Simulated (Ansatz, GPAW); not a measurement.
# Ballistic transport through pyrimidine-2,5-dithiol between two Pd chains, from relaxation to T(E), part 2 of 4

How well does pyrimidine-2,5-dithiol between two Pd chains conduct once its atoms have relaxed, and how much do cheaper levels lose?

GPAW 26.7.0 and Ansatz 0.2.0; Ansatz plane waves; relaxation of the junction with the lead ends held; PAW set soft_1 (the session's first sound run).

So far. Step 2 (Relaxing the atoms): The relaxation lowered the energy of the cell by 2.00 eV.

### 3. Plane-wave reference (PBE)

A plane-wave run comes first: its basis does not favour the atoms, so it serves as the reference for the orbital bases.

This step: Ansatz plane waves; Landauer transmission by layers, zero bias; PAW set soft_1 (Ansatz 0.2.0).

Input file input.yaml:

```yaml
crystal:
  lattice:
    - [14.7127057196, 0.0, 0.0]
    - [0.0, 9.0, 0.0]
    - [0.0, 0.0, 45.4253361667]
  atoms:
    - { symbol: Pd, position: [0.5, 0.5, 0.027517683] }
    - { symbol: Pd, position: [0.5, 0.5, 0.0825530489] }
    - { symbol: Pd, position: [0.5, 0.5, 0.1375884149] }
    - { symbol: Pd, position: [0.5, 0.5, 0.1926237809] }
    - { symbol: Pd, position: [0.5, 0.5, 0.2476591468] }
    - { symbol: Pd, position: [0.5, 0.5, 0.3026945128] }
    - { symbol: Pd, position: [0.4502259544, 0.5080566118, 0.3561821206] }
    - { symbol: Pd, position: [0.52024866, 0.5160096919, 0.408038315] }
    - { symbol: S, position: [0.3818573168, 0.4517157638, 0.423961494] }
    - { symbol: C, position: [0.4240444969, 0.4723061243, 0.4595971981] }
    - { symbol: "N", position: [0.5135264871, 0.5128756141, 0.4601561096] }
    - { symbol: "N", position: [0.3724108935, 0.4492833148, 0.4833928431] }
    - { symbol: C, position: [0.5524328299, 0.5299331878, 0.4864825343] }
    - { symbol: C, position: [0.4116239911, 0.4663326242, 0.5095652708] }
    - { symbol: H, position: [0.6239922526, 0.5618607855, 0.4868458264] }
    - { symbol: H, position: [0.3690539803, 0.4476824065, 0.5289634755] }
    - { symbol: C, position: [0.5040481512, 0.5070071755, 0.5132621785] }
    - { symbol: S, position: [0.560721142, 0.5299452464, 0.5467479466] }
    - { symbol: Pd, position: [0.4855711546, 0.4697013239, 0.5877498461] }
    - { symbol: Pd, position: [0.5192610719, 0.5355168337, 0.6423639773] }
    - { symbol: Pd, position: [0.5, 0.5, 0.6973054872] }
    - { symbol: Pd, position: [0.5, 0.5, 0.7523408532] }
    - { symbol: Pd, position: [0.5, 0.5, 0.8073762191] }
    - { symbol: Pd, position: [0.5, 0.5, 0.8624115851] }
    - { symbol: Pd, position: [0.5, 0.5, 0.9174469511] }
    - { symbol: Pd, position: [0.5, 0.5, 0.972482317] }
kpoints:
  mp_grid: { grid: [1, 1, 2] }
hamiltonian:
  xc: pbe
  pseudopotentials: { kind: paw, azcp: { folder: soft_1 } }
scf:
  occupations: { method: fermi_dirac, width: 0.1 }
output:
  transmission:
    leads: [[0, 1]]
    e_range: [-2, 2]
    de: 0.025
    kmesh: [1, 1]
    reduced_basis: true
  write_potential: true
  write_density: true
  volumetric_format: npy
  elf: true
```

On the command line:

```bash
$ ansatz run input.yaml --threads 4 --pin off --max-ram 8192MiB --backend cpu --events-out ev --progress --plain --runs-dir out
```

Numbers of over 12 decimals in the logs are rounded to 6 here.

The program printed:

```text
[...]
Crystal: 26 atoms, lattice volume = 6014.966 Å³
Basis set: ecut = 420 eV, 117501 PW (Γ)
Bands: 197, of which v1, the nominal top of the filled ones, is band 164 counted from 1 (163 counted from 0)
Symmetry: 1 space group operations
[...]
k-points: 2
[...]
SCF iter   1: F=—  HF=-115166.144040 eV  |F-HF|=—  |Δ(HF+E_count)|=         —  Δρ=4.53e-2  dr2=3.29e2  ethr=3.10e-3  ⟨swp⟩=13.5  Hψ=2260  notcnv=0
[...]
SCF iter  18: F=-115134.657268 eV  HF=-115134.657268 eV  |F-HF|=9.74e-8  |Δ(HF+E_count)|=   3.17e-7  Δρ=6.60e-7  dr2=4.72e-8  ethr=3.05e-11  ⟨swp⟩=30.5  Hψ=1539  notcnv=0
SCF 1 converged in 18 iterations: F = -115134.657268 eV  dr2 = 4.72e-8
[...]
transmission: 8 of 72 steps passed
transmission: 15 of 72 steps passed
[...]
transmission: 72 of 72 steps passed
WARN: The output density's exchange-correlation potential varies sharply where the density is thin. Do not read a vacuum level from v_tot or v_xc, or from such a field of the output density. On a cell that repeats whose density bears no net charge and no dipole along the vacuum's axis use v_es (v_loc + v_h of the components); under efield.dipole_correction with no amplitude use v_es + v_field, which holds any externa [...]
SCF converged after 18 iterations
Free energy (F): -115134.657268 eV
[...]
Internal energy: -115132.979744 eV  (E = F + TS)
E sigma→0 (E₀):  -115133.818506 eV
Entropy (-TS):   -1.677524 eV (-64.520 meV/atom)
Fermi energy:    -4.077009 eV
[...]
--- Band table (eV) ---
  k-point 0: bands = [... 160 lower, -4.1778, -4.1695, -4.1189, -4.0867, -4.0599, -4.0317, -4.0087, -3.9763, ... 29 higher]
  k-point 1: bands = [... 160 lower, -4.1855, -4.1719, -4.1377, -4.0884, -4.0526, -4.0295, -3.9861, -3.9744, ... 29 higher]
--- Transmission ---
  basis      : 1155 plane waves across, 72 finite elements along
  points     : 1, standing for a mesh of 1 x 1
  filling    : by the input's occupations and mesh, since the crystals that have channels conduct as metals do. If one of these is a semiconductor, that mesh has misplaced its level
  energies   : 161 from -2.000000 to 2.000000 eV about the Fermi level, 0.025000 eV apart; the leads are filled to 0.000000 eV, and channels, transmission and decay are at 0.000000 eV
  crystal 0  : Pd1, at the sites [0, 1], period 2.5000 Å, over 30.00 Å; its Hamiltonian steps by up to 3.2 meV
    offset         : up to 0.0000 Å between an atom of the period and one for which it stands
    filled         : 8.9 meV under the level at which it is neutral
    channels       : 4.000000e0 a spin
    conductance    : 2.3334e14 S/m² at 300 K; may be off by some 0.0 % by where its bands' edges are placed, 0.1 % from the distance to neutral
  junction   : crystal 0 to crystal 0, 0.70 to 43.62 Å
    transmission   : 2.431130e-1 a spin
    conductance    : 1.2586e13 S/m² at 300 K (1.2626e13 on every other energy)
    error estimate : 0.3 % from the energy spacing and 0.0 % from band edges of the leads and from resonances (wavevectors taken as independent; lower de), 2.5 % from the steps of its leads' Hamiltonians or their offsets (lay more layers), 1.3 % from the distance to neutral
    resistance     : 7.5168e-2 Ω µm² beyond half of each lead's own
```

It took 6.3 h on 4 threads of Arm Neoverse V2, shared host; peak memory 7 GiB.

This step gave:

| Property | Result |
| --- | --- |
| free energy | -115134.6573 eV |
| lead level | 0 eV from the Fermi level |
| transmission at the Fermi level (one spin) | 0.2431 |
| open channels of the lead at the Fermi level (one spin) | 4 |
| step of the potential along the lead | 3.2 meV |
| offset of the lead | 0 Å |
| filling of the lead less its bulk value, in size | 8.9 meV |
| conductance | 0.2151 G₀ |

One spin. Table of transmission, zone mean by energy, zero at the Fermi level:

energy (eV), transmission, zone mean and a bar:
```
   -2.000       1.39 ##############################
   -1.800       1.20 ##########################
   -1.600       0.85 ##################
   -1.400       0.12 ###
   -1.200       0.05 #
   -1.000       0.10 ##
   -0.800       0.34 #######
   -0.600       0.05 #
   -0.400       0.14 ###
   -0.200       0.15 ###
    0.000       0.24 #####
    0.200       0.09 ##
    0.400       0.05 #
    0.600       0.03 #
    0.800       0.02 
    1.000       0.01 
    1.200       0.00 
    1.400       0.00 
    1.600       0.00 
    1.800       0.00 
    2.000       0.00
```

One spin. Open channels, zone mean against energy, zero at the Fermi level:

| energy (eV) | open channels, zone mean |
| --- | --- |
| -2.000 | 3 |
| -1.900 | 3 |
| -1.800 | 3 |
| -1.700 | 3 |
| -1.600 | 3 |
| -1.500 | 3 |
| -1.400 | 3 |
| -1.300 | 3 |
| -1.200 | 3 |
| -1.100 | 5 |
| -1.000 | 5 |
| -0.900 | 5 |
| -0.800 | 5 |
| -0.700 | 5 |
| -0.600 | 5 |
| -0.500 | 4 |
| -0.400 | 4 |
| -0.300 | 4 |
| -0.200 | 4 |
| -0.100 | 4 |
| 0.000 | 4 |
| 0.100 | 4 |
| 0.200 | 1 |
| 0.300 | 1 |
| 0.400 | 1 |
| 0.500 | 1 |
| 0.600 | 1 |
| 0.700 | 1 |
| 0.800 | 1 |
| 0.900 | 1 |
| 1.000 | 1 |
| 1.100 | 1 |
| 1.200 | 1 |
| 1.300 | 1 |
| 1.400 | 1 |
| 1.500 | 1 |
| 1.600 | 1 |
| 1.700 | 1 |
| 1.800 | 1 |
| 1.900 | 1 |
| 2.000 | 1 |

Crystal 0, spin -, k parallel (0, 0); distinct values, listed up to 1.5 1/Å. The Im kz of the slowest decaying states by energy, zero at the Fermi level:

```
energy (eV)  decay 1 (Å⁻¹)  decay 2 (Å⁻¹)  decay 3 (Å⁻¹)  decay 4 (Å⁻¹)
    -2.0000          0.728          0.818          0.818           1.31
    -1.7500          0.665          0.701          0.702           1.29
    -1.5000          0.540          0.540          0.595           1.26
    -1.2500          0.237          0.238          0.515           1.23
    -1.0000          0.418           1.21           1.26           1.27
    -0.7500          0.290           1.18           1.23           1.24
    -0.5000          0.270          0.270           1.16           1.21
    -0.2500          0.521           1.13           1.18           1.19
     0.0000          0.657           1.10           1.16           1.16
     0.2500          0.119          0.119          0.145          0.752
     0.5000          0.206          0.206          0.267          0.825
     0.7500          0.255          0.256          0.348          0.884
     1.0000          0.288          0.289          0.412          0.933
     1.2500          0.310          0.311          0.465          0.956
     1.5000          0.323          0.324          0.510          0.926
     1.7500          0.327          0.330          0.548          0.896
     2.0000          0.324          0.327          0.582          0.866
```

Crystal 0, spin -, k parallel (0, 0). Re kz of states that move upwards against energy, zero at the Fermi level:

| energy (eV) | channel 1 (Å⁻¹) | channel 2 (Å⁻¹) | channel 3 (Å⁻¹) | channel 4 (Å⁻¹) | channel 5 (Å⁻¹) |
| --- | --- | --- | --- | --- | --- |
| -2.000 | -0.780 | -0.780 | 0.603 | - | - |
| -1.800 | -0.710 | -0.710 | 0.637 | - | - |
| -1.600 | -0.646 | -0.646 | 0.672 | - | - |
| -1.400 | -0.585 | -0.585 | 0.708 | - | - |
| -1.200 | -0.527 | -0.527 | 0.745 | - | - |
| -1.000 | -0.470 | -0.469 | 0.489 | 0.489 | 0.784 |
| -0.800 | -0.413 | -0.412 | 0.753 | 0.753 | 0.826 |
| -0.600 | -0.354 | -0.354 | 0.873 | 1.11 | 1.11 |
| -0.400 | -0.293 | -0.293 | 0.205 | 0.927 | - |
| -0.200 | -0.225 | -0.225 | 0.335 | 0.994 | - |
| 0.000 | -0.140 | -0.139 | 0.426 | 1.09 | - |
| 0.200 | 0.498 | - | - | - | - |
| 0.400 | 0.558 | - | - | - | - |
| 0.600 | 0.610 | - | - | - | - |
| 0.800 | 0.655 | - | - | - | - |
| 1.000 | 0.695 | - | - | - | - |
| 1.200 | 0.732 | - | - | - | - |
| 1.400 | 0.765 | - | - | - | - |
| 1.600 | 0.796 | - | - | - | - |
| 1.800 | 0.825 | - | - | - | - |
| 2.000 | 0.853 | - | - | - | - |

The electrostatic potential energy of an electron (with the applied field's), less the Fermi level, planar mean oscillates, so the rows of the table below give means over windows of 2.41 Å about each position, cut where the curve ends. Its first 14 maxima inside the range that stand out by 2 % of the span (Å: eV): 2.6: 5.14, 5.0: 5.14, 7.5: 5.13, 9.9: 5.11, 12.5: 5.09, 14.9: 4.99, 17.3: 4.88, 20.2: 4.69, 21.4: 4.18, 22.7: 4.20, 24.0: 4.48, 25.7: 4.81, 28.0: 4.99, 30.4: 5.08. Its first 14 minima: 1.3: 4.12, 3.7: 4.12, 6.2: 4.11, 8.8: 4.10, 11.2: 4.08, 13.8: 4.03, 16.2: 3.97, 18.7: 3.42, 20.9: 3.79, 22.0: 3.61, 23.3: 3.75, 24.7: 4.25, 26.7: 4.01, 29.1: 4.03.

Table of electrostatic potential energy of an electron (with the applied field's), less the Fermi level, planar mean by z; means over each step:

| z (Å) | electrostatic potential energy of an electron (with the applied field's), less the Fermi level, planar mean (eV) |
| --- | --- |
| 1.21 | 4.65 |
| 3.62 | 4.65 |
| 6.03 | 4.64 |
| 8.44 | 4.63 |
| 10.85 | 4.62 |
| 13.26 | 4.58 |
| 15.67 | 4.51 |
| 18.08 | 4.17 |
| 20.48 | 4.18 |
| 22.90 | 3.99 |
| 25.30 | 4.44 |
| 27.72 | 4.55 |
| 30.12 | 4.61 |
| 32.54 | 4.65 |
| 34.95 | 4.65 |
| 37.36 | 4.66 |
| 39.77 | 4.66 |
| 42.17 | 4.66 |
| 44.59 | 4.54 |

The valence density, planar mean oscillates, so the rows of the table below give means over windows of 2.56 Å about each position, cut where the curve ends. Its first 14 maxima inside the range that stand out by 2 % of the span (Å: e/Å³): 1.3: 0.132, 3.7: 0.131, 6.2: 0.133, 8.8: 0.131, 11.2: 0.132, 13.8: 0.132, 16.2: 0.133, 18.6: 0.147, 21.0: 0.0616, 22.0: 0.0707, 26.7: 0.133, 29.2: 0.131, 31.7: 0.132, 34.2: 0.132. Its first 14 minima: 2.6: 0.00918, 5.0: 0.00912, 7.5: 0.00909, 9.9: 0.00925, 12.5: 0.00911, 14.9: 0.00973, 17.3: 0.0110, 20.0: 0.0274, 21.4: 0.0574, 25.7: 0.0207, 28.0: 0.00854, 30.4: 0.00920, 32.9: 0.00910, 35.5: 0.00921.

Table of valence density, planar mean by z; means over each step:

| z (Å) | valence density, planar mean (e/Å³) |
| --- | --- |
| 1.28 | 0.0533 |
| 3.84 | 0.0533 |
| 6.40 | 0.0533 |
| 8.96 | 0.0534 |
| 11.52 | 0.0534 |
| 14.08 | 0.0538 |
| 16.64 | 0.0557 |
| 19.20 | 0.0710 |
| 21.76 | 0.0591 |
| 24.32 | 0.0353 |
| 26.88 | 0.0550 |
| 29.44 | 0.0535 |
| 32.00 | 0.0535 |
| 34.56 | 0.0535 |
| 37.12 | 0.0536 |
| 39.68 | 0.0537 |
| 42.24 | 0.0538 |
| 44.80 | 0.0709 |

Valence density in the ca plane at fractional y = 0.452, with atoms of S and C and N and H and Pd within 0.2 Å of it. It is the smooth field of the valence electrons, not physical close to the nuclei.

Ten steps, logarithmic in the rise over the least value, from '0' (0 e/Å³) to '9' (12 e/Å³), each cell a mean:
```
00000000000000000000000000000000000000000000
00000000000000000000000000000000000000000000
00000000000000000000000000000000000000000000
00000000000000000000000000000000000000000000
00000000000000000000000000000000000000000000
00000000000000000000000000000000000000000000
00000000000000000000000000000000000000000000
00000000000000000000000000000000000000000000
00000000000000000000000001000001111000000000
00110000000000122100001122211112333211000001
23553110000012466421233333333333444333432123
36886322333223677632355533344443333368975224
36876324687522355432345432245532112379985222
12332124787521234444455544455542101135652101
00000012343211134335545667665554200001110000
00000000000000124444322466543343100000000000
00000000000000012222100123210000000000000000
00000000000000000000000000000000000000000000
00000000000000000000000000000000000000000000
00000000000000000000000000000000000000000000
00000000000000000000000000000000000000000000
00000000000000000000000000000000000000000000
00000000000000000000000000000000000000000000
00000000000000000000000000000000000000000000
```
Columns run along c (16.0 Å, from fractional 0.28 to 0.64 of the cell), rows up along a (14.7 Å). Atoms in or near the plane, at fractional coordinates: S at (0.42, 0.38), C at (0.46, 0.42), N at (0.48, 0.37), C at (0.51, 0.41), H at (0.53, 0.37), Pd at (0.59, 0.49).

Electrostatic potential energy in the ca plane at fractional y = 0.452, with atoms of S and C and N and H and Pd within 0.2 Å of it. With pseudopotentials it is smooth inside the atoms' cores, unlike the true potential.

Ten even steps from '0' (-39 eV) to '9' (1 eV), each cell a mean:
```
99999999999999999999999999999999999999999999
99999999999999999999999999999999999999999999
99999999999999999999999999999999999999999999
99999999999999999999999999999999999999999999
99999999999999999999999999999999999999999999
99999999999999999999999999999999999999999999
99999999999999999999999999999999999999999999
99999999999999999999999999999999999999999999
99999999999999999999999999999999999999999999
99999999999999888899999988899998667899999999
87557899999998522589987775677786325787678987
61001688877897300279852477762157777720005885
72003786101588754688853588864478999710003888
98778985100489985335500056610168999874347899
99999998767899860000432200010124899999999999
99999999999999973103788721377755899999999999
99999999999999999888999999999999999999999999
99999999999999999999999999999999999999999999
99999999999999999999999999999999999999999999
99999999999999999999999999999999999999999999
99999999999999999999999999999999999999999999
99999999999999999999999999999999999999999999
99999999999999999999999999999999999999999999
99999999999999999999999999999999999999999999
```
Columns run along c (16.0 Å, from fractional 0.28 to 0.64 of the cell; values clipped at the 3rd and 97th percentile), rows up along a (14.7 Å). Atoms in or near the plane, at fractional coordinates: S at (0.42, 0.38), C at (0.46, 0.42), N at (0.48, 0.37), C at (0.51, 0.41), H at (0.53, 0.37), Pd at (0.59, 0.49).

ELF in the ca plane at fractional y = 0.452, with atoms of S and C and N and H and Pd within 0.2 Å of it. It is the smooth field of the valence electrons, not physical close to the nuclei.

Ten even steps from '0' (0.00 × 1e-1) to '9' (9.94 × 1e-1), each cell a mean:
```
00000000000000000000000000000000000000000000
00000000000000000000000000000000000000000000
00000000000000000000000000000000000000000000
00000000000000000000000000000000000000000000
00000000000000000000000000000000000000000000
00000000000000000000000000000000000000000000
00000000000000000000000000001110000000000000
00000000000000000000134200024543100000000000
00000000000000000000146410047886300000000010
11100000000112111221256521158888521111111111
32111111112444312676666775567788423322112332
43222232222444412677654675676675233343123443
43223444322333321377510268742122343342123322
22113444311357656742654554653001234421012111
11011332101474017855854764899610112110000100
00001111001488666413777744899920001000000000
00000000000378986202799720278610000000000000
00000000000135653000477410001100000000000000
00000000000001110000133100000000000000000000
00000000000000000000000000000000000000000000
00000000000000000000000000000000000000000000
00000000000000000000000000000000000000000000
00000000000000000000000000000000000000000000
00000000000000000000000000000000000000000000
```
Columns run along c (16.0 Å, from fractional 0.31 to 0.66 of the cell), rows up along a (14.7 Å). Atoms in or near the plane, at fractional coordinates: S at (0.42, 0.38), C at (0.46, 0.42), N at (0.48, 0.37), C at (0.51, 0.41), H at (0.53, 0.37), Pd at (0.59, 0.49).

T at the Fermi level is 0.243 of 4 open channels a spin.

(Continued in part 3 of 4.)

[Logs are printed without paths, hosts, clocks, repeated set-up lines and the standing remarks that a program may print on its own settings, such as how far it seeks lower states.]

[Hosts, paths, dates, database ids (printed as entryN), source tags and the programs' standing remarks are cut or masked in the printed files.]
